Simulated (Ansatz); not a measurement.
Planning a run of Ansatz 0.2.0 on GaCuSe2 (I2_12_12_1). The input:

```yaml
crystal:
  lattice:
    - [-2.7814545, 2.80955, 5.513]
    - [2.7814545, -2.80955, 5.513]
    - [2.7814545, 2.80955, -5.513]
  atoms:
    - { symbol: Ga, position: [0.5, 0.5, 0.0] }
    - { symbol: Ga, position: [0.25, 0.75, 0.5] }
    - { symbol: Cu, position: [0.0, 0.0, 0.0] }
    - { symbol: Cu, position: [0.75, 0.25, 0.5] }
    - { symbol: Se, position: [0.375, 0.3683746378, 0.4933746378] }
    - { symbol: Se, position: [0.6316253622, 0.125, 1.0066253622] }
    - { symbol: Se, position: [0.875, 0.8816253622, 0.5066253622] }
    - { symbol: Se, position: [0.1183746378, 0.625, -0.0066253622] }
kpoints:
  mp_grid: { grid: [6, 6, 6] }
hamiltonian:
  xc: pbe
  pseudopotentials: { kind: paw, azcp: { folder: soft_1 } }
scf:
  occupations: { method: fermi_dirac, width: 0.02 }
relax:
  f_tol: 0.01
```

```sh
ansatz run input.yaml --threads 2 --pin off --max-ram 92160MiB --backend cuda --events-out ev --progress --plain --runs-dir out --devices 1 --max-vram 13GiB
```

**Question.** Estimate wall time and host memory on 1 × NVIDIA H100 80GB HBM3 (shared by 6 runs) with 2 threads of AMD EPYC 7R13 (Zen 3), shared host.

It took 25 s; on shared hardware allow 12 s to 50 s. Peak host memory was 1.0 GiB. The sizes that set the cost: 3411 plane waves a state, 46 irreducible k points and 15 SCF cycles.

[Paths, hosts, dates, memory and timing lines, banners, echoed tables and standing remarks are left out of the program output.]

[Logs are printed without paths, hosts, clocks, repeated set-up lines and the standing remarks that a program may print on its own settings, such as how far it seeks lower states.]

[Runs of the session that timed out or met a known fault of the program may be left out.]

[Cells called generated may have been cut or substituted from an entry of the Crystallography Open Database or the Materials Project.]

[Hosts, paths, dates, database ids (printed as entryN), source tags and the programs' standing remarks are cut or masked in the printed files.]
